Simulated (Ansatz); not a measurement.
**Stack of CrGe2N4 under H-SiC-F chair, shifted by two thirds of the diagonal in a perpendicular field**

What dipole does a perpendicular field induce in the stack of CrGe2N4 under H-SiC-F chair, shifted by two thirds of the diagonal? A positive field points along +c.

Main program and level: Ansatz 0.2.0; plane-wave DFT, PBE+U-D3(BJ), Ansatz PAW.

Report form: the programs' logs are mostly left out.

## 1. Starting point

The cell holds 11 atoms: 4 N, 2 Ge, 1 Cr, 1 F, 1 C, 1 Si and 1 H. Cell: a = 3.053 Å, b = 3.053 Å, c = 57.379 Å, α = 90.0°, β = 90.0°, γ = 120.0°. Regions: layer 1: CrGe2N4, 7 atoms (4 N, 2 Ge and 1 Cr); layer 2: H-SiC-F chair, 4 atoms (1 F, 1 C, 1 Si and 1 H). Vacuum lies along c.

Structure file:

```cif
data_structure
_symmetry_space_group_name_H-M 'P 1'
_symmetry_Int_Tables_number 1
_cell_length_a 3.0528
_cell_length_b 3.0528
_cell_length_c 57.3789
_cell_angle_alpha 90.000
_cell_angle_beta 90.000
_cell_angle_gamma 120.000
_cell_volume 463.09
loop_
_atom_site_label
_atom_site_type_symbol
_atom_site_fract_x
_atom_site_fract_y
_atom_site_fract_z
_atom_site_occupancy
N1 N 0.00000 0.00000 0.38516 1
Ge2 Ge 0.33333 0.66667 0.39540 1
N3 N 0.33333 0.66667 0.42747 1
Cr4 Cr 0.00000 0.00000 0.44490 1
N5 N 0.33333 0.66667 0.46233 1
Ge6 Ge 0.33333 0.66667 0.49439 1
N7 N 0.00000 0.00000 0.50464 1
F8 F 0.33333 0.66667 0.55605 1
C9 C 0.33333 0.66667 0.57923 1
Si10 Si 0.00000 0.00000 0.59009 1
H11 H 0.00000 0.00000 0.61484 1
```

## 2. Relaxation

The starting cell is a guess, so the in-plane lattice and the atoms are relaxed first, with the slab cut off from its images along the normal.

Input file input.yaml:

```yaml
crystal:
  lattice:
    - [3.05275, 0.0, 0.0]
    - [-1.526375, 2.6437590514, 0.0]
    - [0.0, 0.0, 57.3788615838]
  atoms:
    - { symbol: "N", position: [0.0, 0.0, 0.3851592623] }
    - { symbol: Ge, position: [0.3333333333, 0.6666666667, 0.3954028278] }
    - { symbol: "N", position: [0.3333333333, 0.6666666667, 0.4274703863] }
    - { symbol: Cr, position: [0.0, 0.0, 0.4448984072], spin: 1.0 }
    - { symbol: "N", position: [0.3333333333, 0.6666666667, 0.4623264281] }
    - { symbol: Ge, position: [0.3333333333, 0.6666666667, 0.4943939866] }
    - { symbol: "N", position: [0.0, 0.0, 0.5046375521] }
    - { symbol: F, position: [0.3333333333, 0.6666666667, 0.5560502138] }
    - { symbol: C, position: [0.3333333333, 0.6666666667, 0.5792294816] }
    - { symbol: Si, position: [0.0, 0.0, 0.590092948] }
    - { symbol: H, position: [0.0, 0.0, 0.6148407377] }
  periodic: [true, true, false]
magnetization:
  spin_polarized: true
kpoints:
  mp_grid: { grid: [12, 12, 1] }
hamiltonian:
  xc: pbe
  dispersion: d3bj
  hubbard: { sites: [{ species: Cr, l: d, u_eff: 3.0 }] }
scf:
  occupations: { method: fermi_dirac, width: 0.05 }
  convergence: { dr2_threshold: 1.0e-09 }
relax:
  f_tol: 0.004
  max_steps: 90
  cell: {}
output:
  write_potential: true
  write_density: true
  volumetric_format: npy
```

On the command line:

```
> ansatz run input.yaml --threads 4 --pin off --max-ram 12288MiB --backend cpu --events-out ev --progress --plain --runs-dir out
```

Wall time 7.8 min (4 threads of Arm Neoverse V1, shared host); peak memory 1.7 GiB.

Step by step:

| step | energy less that of the first step (eV) | largest force component (eV/Å) | volume (Å³) |
| --- | --- | --- | --- |
| 1 | 0.0000 | 3.7115 | 463.09 |
| 2 | -0.5628 | 1.5974 | 454.35 |
| 3 | -0.6179 | 0.8056 | 457.91 |
| 4 | -0.6272 | 0.1917 | 459.94 |
| 5 | -0.6280 | 0.0301 | 459.85 |
| 6 | -0.6281 | 0.0006 | 459.75 |
| 7* | -0.6254 | 0.0005 | 459.75 |
| 8 | -0.6255 | 0.0009 | 459.65 |
| 9* | -0.6254 | 0.0009 | 459.65 |
| 9* | -0.6254 | 0.0009 | 459.65 |

Relaxation steps marked * repeat the geometry before them on a plane-wave basis chosen anew for their cell, so energy and pressure can jump there.

Forces are held to the 6 operations that the run works with; a distortion that breaks them can't arise in this run.

| cell as run | before | after | change |
| --- | --- | --- | --- |
| a (Å) | 3.053 | 3.041 | -0.4 % |
| b (Å) | 3.053 | 3.041 | -0.4 % |

The atoms that moved most (Å, along periodic axes as changes of fractional coordinates times the final cell, across vacuum about the mean position):

| atom | dx | dy | dz | length |
| --- | --- | --- | --- | --- |
| N1 | 0.000 | 0.000 | -0.235 | 0.235 |
| Ge2 | 0.000 | 0.000 | -0.199 | 0.199 |
| N3 | 0.000 | 0.000 | -0.161 | 0.161 |
| N7 | 0.000 | 0.000 | 0.151 | 0.151 |
| H11 | 0.000 | 0.000 | 0.149 | 0.149 |
| Ge6 | 0.000 | 0.000 | 0.117 | 0.117 |
| C9 | 0.000 | 0.000 | 0.080 | 0.080 |
| N5 | 0.000 | 0.000 | 0.080 | 0.080 |

The relaxed structure:

```cif
data_structure
_symmetry_space_group_name_H-M 'P 1'
_symmetry_Int_Tables_number 1
_cell_length_a 3.0414
_cell_length_b 3.0414
_cell_length_c 57.3789
_cell_angle_alpha 90.000
_cell_angle_beta 90.000
_cell_angle_gamma 120.000
_cell_volume 459.65
loop_
_atom_site_label
_atom_site_type_symbol
_atom_site_fract_x
_atom_site_fract_y
_atom_site_fract_z
_atom_site_occupancy
N1 N 0.00000 0.00000 0.38107 1
Ge2 Ge 0.33333 0.66667 0.39193 1
N3 N 0.33333 0.66667 0.42466 1
Cr4 Cr 0.00000 0.00000 0.44419 1
N5 N 0.33333 0.66667 0.46371 1
Ge6 Ge 0.33333 0.66667 0.49644 1
N7 N 0.00000 0.00000 0.50726 1
F8 F 0.33333 0.66667 0.55583 1
C9 C 0.33333 0.66667 0.58062 1
Si10 Si 0.00000 0.00000 0.59134 1
H11 H 0.00000 0.00000 0.61744 1
```

This step gave:

* energy at zero smearing: -15212.5035 eV
* total moment: 2.000 μB

Site moment by atom:

| atom | site moment (μB) |
| --- | --- |
| N1 | -0.02 |
| Ge2 | 0.00 |
| N3 | -0.28 |
| Cr4 | 2.25 |
| N5 | -0.28 |
| Ge6 | 0.00 |
| N7 | -0.02 |
| F8 | 0.00 |
| C9 | 0.00 |
| Si10 | 0.00 |
| H11 | 0.00 |

The lattice constant a goes from 3.053 to 3.041 Å.

## 3. Single point, field 0

A sawtooth potential applies the field, turning back in the middle of the vacuum. With the dipole correction the typed value is the field outside the slab. The induced dipole is small, so the SCF threshold is tight.

The cell differs from the one that the last finished run ended in (c 57.379 → 31.563 Å).

Input file input.yaml:

```yaml
crystal:
  lattice:
    - [3.0413892692, 0.0, 0.0]
    - [-1.5206946346, 2.6339203699, 0.0]
    - [0.0, 0.0, 31.5628673004]
  atoms:
    - { symbol: "N", position: [0.0, 0.0, 0.2851451965], spin: -0.02 }
    - { symbol: Ge, position: [0.3333333333, 0.6666666667, 0.3048863838] }
    - { symbol: "N", position: [0.3333333333, 0.6666666667, 0.3643939251], spin: -0.28 }
    - { symbol: Cr, position: [0.0, 0.0, 0.3998952962], spin: 2.25 }
    - { symbol: "N", position: [0.3333333333, 0.6666666667, 0.4353844155], spin: -0.28 }
    - { symbol: Ge, position: [0.3333333333, 0.6666666667, 0.4948814823] }
    - { symbol: "N", position: [0.0, 0.0, 0.5145519363], spin: -0.02 }
    - { symbol: F, position: [0.3333333333, 0.6666666667, 0.6028533782] }
    - { symbol: C, position: [0.3333333333, 0.6666666667, 0.6479053116] }
    - { symbol: Si, position: [0.0, 0.0, 0.6674081971] }
    - { symbol: H, position: [0.0, 0.0, 0.7148548035] }
magnetization:
  spin_polarized: true
kpoints:
  mp_grid: { grid: [18, 18, 1] }
  band_path:
    path: [[0, 0, 0], [0.5, 0, 0], [0.33333333, 0.33333333, 0], [0, 0, 0]]
    npoints: 16
hamiltonian:
  xc: pbe
  dispersion: d3bj
  hubbard: { sites: [{ species: Cr, l: d, u_eff: 3.0 }] }
scf:
  occupations: { method: fermi_dirac, width: 0.05 }
  convergence: { dr2_threshold: 1.0e-10 }
efield:
  axis: 3
  dipole_correction: true
  ramp_position: 0.97
  ramp_width: 0.06
  amplitude: 0
output:
  dos: { projected: true, e_range: [-6, 5] }
  bader: true
  write_potential: true
  write_density: true
  volumetric_format: npy
  elf: true
```

Wall time 1.9 min (4 threads); peak memory 1.6 GiB; 7.6 min of CPU time.

This step gave:

| Property | Result |
| --- | --- |
| energy at zero smearing | -15212.5056 eV |
| work function, upper face | 3.238 eV |
| work function, lower face | 5.894 eV |
| dipole along the normal | 0.1176 e·Å |
| step between the vacuum levels | -2.656 eV |

Running mean over a fixed 2.8 Å (it still follows the layers) of the planar mean; the ramp of the sawtooth is left out. Electron's electrostatic potential energy less the Fermi level against z:

| z (Å) | electron's electrostatic potential energy less the Fermi level (eV) |
| --- | --- |
| 4 | 5.89 |
| 5 | 5.89 |
| 6 | 5.88 |
| 7 | 5.41 |
| 8 | -0.401 |
| 9 | -6.23 |
| 10 | -7.84 |
| 11 | -6.04 |
| 12 | -7.10 |
| 13 | -7.82 |
| 14 | -5.96 |
| 15 | -7.80 |
| 16 | -6.82 |
| 17 | -2.36 |
| 18 | 2.07 |
| 19 | -0.737 |
| 20 | -8.30 |
| 21 | -9.00 |
| 22 | -5.62 |
| 23 | 0.876 |
| 24 | 2.75 |
| 25 | 3.22 |
| 26 | 3.24 |
| 27 | 3.24 |
| 28 | 3.24 |

The density of states has structure finer than the step of the table below, so its rows give means over 0.2 eV, whole bins alone (the curve runs from -6 to 1.99 eV). Peaks (eV: height): total -4.68: 8.80, -4.37: 13.3, -4.32: 16.1, -2.50: 11.0, -2.31: 10.2, -2.22: 10.2, -2.03: 9.70; up -4.40: 7.11, -4.32: 11.4, -3.33: 5.18, -2.86: 4.47, -2.39: 5.98, -2.14: 5.21, -0.05: 4.44; down -4.68: 5.67, -4.37: 7.22, -4.13: 5.49, -2.50: 6.48, -2.22: 6.78, -2.03: 8.08, 1.97: 5.69.

Density of states against energy, zero at the Fermi level; means over each step; values in states/eV a cell:

| energy (eV) | total | up | down |
| --- | --- | --- | --- |
| -5.8 | 3.53 | 1.15 | 2.38 |
| -5.6 | 2.68 | 1.79 | 0.892 |
| -5.4 | 3.29 | 1.46 | 1.83 |
| -5.2 | 2.91 | 1.15 | 1.75 |
| -5.0 | 2.66 | 1.66 | 0.995 |
| -4.8 | 5.08 | 2.86 | 2.22 |
| -4.6 | 5.52 | 2.55 | 2.97 |
| -4.4 | 9.57 | 5.55 | 4.02 |
| -4.2 | 6.86 | 2.78 | 4.08 |
| -4.0 | 3.44 | 1.96 | 1.49 |
| -3.8 | 4.54 | 2.53 | 2.01 |
| -3.6 | 4.77 | 2.76 | 2.00 |
| -3.4 | 5.79 | 3.44 | 2.35 |
| -3.2 | 5.34 | 3.16 | 2.19 |
| -3.0 | 5.89 | 3.23 | 2.66 |
| -2.8 | 5.67 | 3.25 | 2.42 |
| -2.6 | 6.60 | 3.31 | 3.29 |
| -2.4 | 9.19 | 5.22 | 3.97 |
| -2.2 | 8.11 | 3.96 | 4.15 |
| -2.0 | 5.55 | 1.50 | 4.04 |
| -1.8 | 3.24 | 1.74 | 1.50 |
| -1.6 | 4.33 | 1.90 | 2.43 |
| -1.4 | 2.15 | 1.21 | 0.934 |
| -1.2 | 1.57 | 0.835 | 0.733 |
| -1.0 | 1.47 | 0.890 | 0.582 |
| -0.8 | 1.15 | 1.15 | 0 |
| -0.6 | 0.374 | 0.374 | 0 |
| -0.4 | 0.591 | 0.591 | 0 |
| -0.2 | 1.17 | 1.17 | 0 |
| 0.0 | 1.76 | 1.76 | 0 |
| 0.2 | 0.896 | 0.896 | 0 |
| 0.4 | 0.748 | 0.748 | 0 |
| 0.6 | 0.664 | 0.664 | 0 |
| 0.8 | 0.573 | 0.573 | 6.1e-4 |
| 1.0 | 0.728 | 0.637 | 0.0917 |
| 1.2 | 1.12 | 0.979 | 0.139 |
| 1.4 | 2.09 | 1.92 | 0.171 |
| 1.6 | 3.13 | 2.63 | 0.504 |
| 1.8 | 3.55 | 1.87 | 1.68 |

Projected DOS per atom over height of the atomic layer and energy from the Fermi level. Layers: N Ge N Cr N Ge N F C Si H from below.

Values in states/eV, 22 rows by 11 columns, each cell a mean:
```
0.06 0.06 0.21 1.85 0.22 0.06 0.07 0.19 0.56 0.62 0.20
0.09 0.06 0.40 0.99 0.40 0.06 0.10 0.06 0.12 0.13 0.10
0.03 0.02 0.17 0.27 0.17 0.02 0.03 0.03 0.06 0.05 0.07
0.02 0.01 0.15 0.23 0.15 0.01 0.02 0.00 0.00 0.00 0.00
0.03 0.01 0.18 0.33 0.18 0.01 0.03 0.00 0.00 0.00 0.00
0.04 0.01 0.25 0.76 0.25 0.01 0.04 0.00 0.00 0.00 0.00
0.02 0.00 0.14 0.38 0.14 0.00 0.02 0.00 0.00 0.00 0.00
0.08 0.00 0.15 0.26 0.15 0.00 0.08 0.00 0.00 0.00 0.00
0.28 0.01 0.35 0.29 0.35 0.01 0.28 0.00 0.00 0.00 0.00
0.68 0.02 0.54 0.45 0.54 0.02 0.67 0.00 0.00 0.00 0.00
0.77 0.02 0.57 0.48 0.57 0.03 0.77 0.12 0.27 0.06 0.00
1.23 0.10 1.59 1.36 1.58 0.10 1.23 0.19 0.36 0.11 0.00
0.82 0.16 1.54 1.47 1.54 0.15 0.80 0.28 0.39 0.18 0.00
0.60 0.14 0.71 1.47 0.71 0.13 0.58 0.53 0.57 0.33 0.00
0.65 0.15 0.71 1.31 0.71 0.15 0.64 0.52 0.40 0.29 0.02
0.51 0.15 0.48 0.68 0.48 0.15 0.50 0.83 0.39 0.39 0.19
0.61 0.20 0.42 0.56 0.42 0.20 0.61 0.56 0.21 0.19 0.12
1.14 0.43 0.79 0.77 0.78 0.43 1.14 1.36 0.38 0.49 0.51
0.76 0.37 0.86 0.75 0.87 0.37 0.78 0.34 0.06 0.12 0.03
0.38 0.21 0.52 0.43 0.52 0.21 0.38 0.00 0.00 0.00 0.00
0.51 0.32 0.58 0.32 0.58 0.32 0.51 0.01 0.00 0.00 0.01
0.50 0.34 0.51 0.24 0.51 0.33 0.49 0.14 0.06 0.08 0.10
```
Columns: height of the atomic layer (Å) from 9 to 22.6 (not evenly spaced); rows upwards: energy from the Fermi level (eV) from -5.96 to 1.96.

Projected DOS per atom, spin up over height of the atomic layer and energy from the Fermi level. Layers: N Ge N Cr N Ge N F C Si H from below.

Ten even steps from '0' (0.00 states/eV) to '9' (1.29 states/eV), each cell a mean:
```
00131000220
00373000000
00121000000
00111000000
00121000000
00151000000
00121000000
00121000000
00121000000
20221020000
20121020100
40373040100
30585031100
20191022210
20282022110
10242013110
20131022000
41242145111
21343121000
10121010000
11212110000
10111010000
```
Columns: height of the atomic layer (Å) from 9 to 22.6 (not evenly spaced); rows upwards: energy from the Fermi level (eV) from -5.96 to 1.96.

Projected DOS per atom, spin down over height of the atomic layer and energy from the Fermi level. Layers: N Ge N Cr N Ge N F C Si H from below.

Values in states/eV, 22 rows by 11 columns, each cell a mean:
```
0.03 0.03 0.04 1.43 0.04 0.03 0.03 0.10 0.28 0.31 0.10
0.00 0.00 0.00 0.00 0.00 0.00 0.00 0.03 0.06 0.06 0.05
0.00 0.00 0.00 0.00 0.00 0.00 0.00 0.02 0.03 0.02 0.03
0.00 0.00 0.00 0.00 0.00 0.00 0.00 0.00 0.00 0.00 0.00
0.00 0.00 0.00 0.00 0.00 0.00 0.00 0.00 0.00 0.00 0.00
0.00 0.00 0.00 0.00 0.00 0.00 0.00 0.00 0.00 0.00 0.00
0.00 0.00 0.00 0.00 0.00 0.00 0.00 0.00 0.00 0.00 0.00
0.00 0.00 0.00 0.00 0.00 0.00 0.00 0.00 0.00 0.00 0.00
0.17 0.01 0.17 0.02 0.17 0.01 0.17 0.00 0.00 0.00 0.00
0.40 0.01 0.28 0.13 0.28 0.01 0.40 0.00 0.00 0.00 0.00
0.41 0.01 0.36 0.21 0.36 0.01 0.41 0.06 0.14 0.03 0.00
0.63 0.04 1.10 0.42 1.09 0.04 0.62 0.09 0.17 0.05 0.00
0.41 0.07 0.84 0.35 0.84 0.07 0.40 0.14 0.20 0.09 0.00
0.27 0.06 0.49 0.17 0.49 0.06 0.26 0.27 0.29 0.17 0.00
0.27 0.07 0.38 0.21 0.38 0.07 0.27 0.26 0.20 0.15 0.01
0.26 0.07 0.22 0.11 0.22 0.07 0.26 0.42 0.20 0.20 0.10
0.32 0.10 0.25 0.14 0.26 0.10 0.32 0.28 0.10 0.10 0.06
0.57 0.21 0.46 0.18 0.45 0.21 0.56 0.68 0.19 0.25 0.25
0.39 0.19 0.44 0.16 0.45 0.19 0.40 0.16 0.03 0.06 0.01
0.20 0.12 0.27 0.10 0.27 0.12 0.20 0.00 0.00 0.00 0.00
0.26 0.17 0.28 0.09 0.28 0.16 0.26 0.00 0.00 0.00 0.00
0.31 0.22 0.35 0.08 0.35 0.22 0.30 0.07 0.03 0.04 0.04
```
Columns: height of the atomic layer (Å) from 9 to 22.6 (not evenly spaced); rows upwards: energy from the Fermi level (eV) from -5.96 to 1.96.

Deep bands are left out, so band numbers here count from the lowest band kept and differ from the log's. The electronic bands at the labelled points (eV, zero at the Fermi level; # counts the bands kept):

| point | up #18 | up #19 | up #20 | up #21 | down #15 | down #16 | down #17 | down #18 |
| --- | --- | --- | --- | --- | --- | --- | --- | --- |
| Γ | -0.99 | 0.92 | 1.63 | 1.63 | -1.49 | -1.49 | -1.17 | 0.90 |
| halfway | -1.20 | 0.46 | 0.78 | 1.34 | -2.21 | -2.09 | -1.22 | 1.92 |
| M | -2.01 | -0.85 | -0.42 | 1.57 | -2.15 | -2.03 | -1.87 | 1.57 |
| halfway | -1.62 | -1.38 | -0.19 | 1.70 | -2.52 | -1.99 | -1.65 | 1.92 |
| K | -1.82 | -1.26 | -0.04 | 1.61 | -2.76 | -1.92 | -1.47 | 2.02 |
| halfway | -1.34 | 0.18 | 0.50 | 1.31 | -2.21 | -2.07 | -1.31 | 2.12 |
| Γ | -0.99 | 0.92 | 1.63 | 1.63 | -1.49 | -1.49 | -1.17 | 0.90 |

Spin density in the ca plane at fractional y = 0.667, with atoms of Ge and N and F and C within 0.2 Å of it.

Ten even steps from '0' (-0.30 e/Å³) to '9' (0.22 e/Å³), each cell a mean:
```
67997655555555555555555555555555555555555555
67997655555555555555555555555555555555555555
56776555555555555555555555555555555555555555
35665334555555555555555555555555555555555555
03554014555555555555555555555555555555555555
03554014555555555555555555555555555555555555
24565324555555555555555555555555555555555555
56776555555555555555555555555555555555555555
```
Columns run along c (16.0 Å, from fractional 0.37 to 0.88 of the cell), rows up along a (3.0 Å). Atoms in or near the plane, at fractional coordinates: N at (0.44, 0.33), Ge at (0.49, 0.33), F at (0.60, 0.33), C at (0.65, 0.33).

ELF in the ca plane at fractional y = 0.667, with atoms of Ge and N and F and C within 0.2 Å of it. It is the smooth field of the valence electrons, not physical close to the nuclei.

Ten even steps from '0' (0.00) to '9' (0.87), each cell a mean:
```
21221221013567651000000256534799741000000000
11221111013567651000000245435899841000000000
63113664223456530014631489843466310000000000
98327988632233210048984589841111000000000000
58438648730012200168777425630000000000000000
48438538830002200168768414630000000000000000
98327988632123210058985589841110000000000000
74113775323455430025741499843455310000000000
```
Columns run along c (16.0 Å, from fractional 0.37 to 0.88 of the cell), rows up along a (3.0 Å). Atoms in or near the plane, at fractional coordinates: N at (0.44, 0.33), Ge at (0.49, 0.33), F at (0.60, 0.33), C at (0.65, 0.33).

Electrostatic potential energy in the ca plane at fractional y = 0.667, with atoms of Ge and N and F and C within 0.2 Å of it. With pseudopotentials it is smooth inside the atoms' cores, unlike the true potential.

Ten even steps from '0' (-42 eV) to '9' (8 eV), each cell a mean:
```
99988888999999999876678999999999999999999999
99998888999999999876678999999999999999999999
99987678999999999887778999999999999999999999
47853236899997558645789999999999999999999999
02631014899982004100689999999999999999999999
02630014899982003000589999999999999999999999
36752236899997447524789999999999999999999999
89876568999999999877788999999999999999999999
```
Columns run along c (16.0 Å, from fractional 0.44 to 0.94 of the cell; values clipped at the 3rd and 97th percentile), rows up along a (3.0 Å). Atoms in or near the plane, at fractional coordinates: Ge at (0.49, 0.33), F at (0.60, 0.33), C at (0.65, 0.33).

The work function of the upper face is 3.24 eV.

## 4. Single point, field 0.05 V/Å

Changes to input.yaml since step 3:

```diff
@@ -36,6 +36,4 @@
   ramp_width: 0.06
-  amplitude: 0
+  amplitude: 0.05
 output:
-  dos: { projected: true, e_range: [-6, 5] }
-  bader: true
   write_potential: true
@@ -43,2 +41 @@
   volumetric_format: npy
-  elf: true
```

It took 88 s on 4 threads; peak memory 1.6 GiB; 5.8 min of CPU time.

The dipole is 0.144 e·Å, 0.0267 e·Å from its value without field.

## 5. Single point, field -0.05 V/Å

Changes to input.yaml since step 4:

```diff
@@ -36,3 +36,3 @@
   ramp_width: 0.06
-  amplitude: 0.05
+  amplitude: -0.05
 output:
```

Run time: 89 s. Hardware: 4 threads; peak memory 1.6 GiB.

The dipole is 0.0908 e·Å, -0.0268 e·Å from its value without field.

## 6. Atoms held, field 0.1 V/Å

Changes to input.yaml since step 5:

```diff
@@ -34,5 +34,5 @@
   dipole_correction: true
-  ramp_position: 0.97
-  ramp_width: 0.06
-  amplitude: -0.05
+  ramp_position: 0.937
+  ramp_width: 0.1134
+  amplitude: 0.1
 output:
```

Wall time 88 s (4 threads); peak memory 1.6 GiB; 5.8 min of CPU time.

The dipole is 0.171 e·Å, 0.0534 e·Å from its value without field.

## 7. Atoms held, field 0.2 V/Å

Changes to input.yaml since step 6:

```diff
@@ -36,3 +36,3 @@
   ramp_width: 0.1134
-  amplitude: 0.1
+  amplitude: 0.2
 output:
```

The job ended after 90 s (4 threads; peak memory 1.6 GiB; 5.9 min of CPU time).

The dipole is 0.224 e·Å, 0.107 e·Å from its value without field.

## 8. Atoms held, field 0.3 V/Å

Changes to input.yaml since step 7:

```diff
@@ -34,6 +34,8 @@
   dipole_correction: true
-  ramp_position: 0.937
-  ramp_width: 0.1134
-  amplitude: 0.2
+  ramp_position: 0.9347
+  ramp_width: 0.118
+  amplitude: 0.3
 output:
+  dos: { projected: true, e_range: [-6, 5] }
+  bader: true
   write_potential: true
@@ -41 +43,2 @@
   volumetric_format: npy
+  elf: true
```

Elapsed: 1.9 min, on 4 threads; peak memory 1.6 GiB; 7.5 min of CPU time.

The dipole is 0.278 e·Å, 0.160 e·Å from its value without field.

(Part 1 of 2 ends here.)

[Logs are printed without paths, hosts, clocks, repeated set-up lines and the standing remarks that a program may print on its own settings, such as how far it seeks lower states.]

[Hosts, paths, dates, database ids (printed as entryN), source tags and the programs' standing remarks are cut or masked in the printed files.]

[Maps of the electrostatic potential energy from Ansatz leave out the sawtooth potential of an applied field or a dipole correction, so their vacuum need not be flat; planar profiles and work functions include it.]
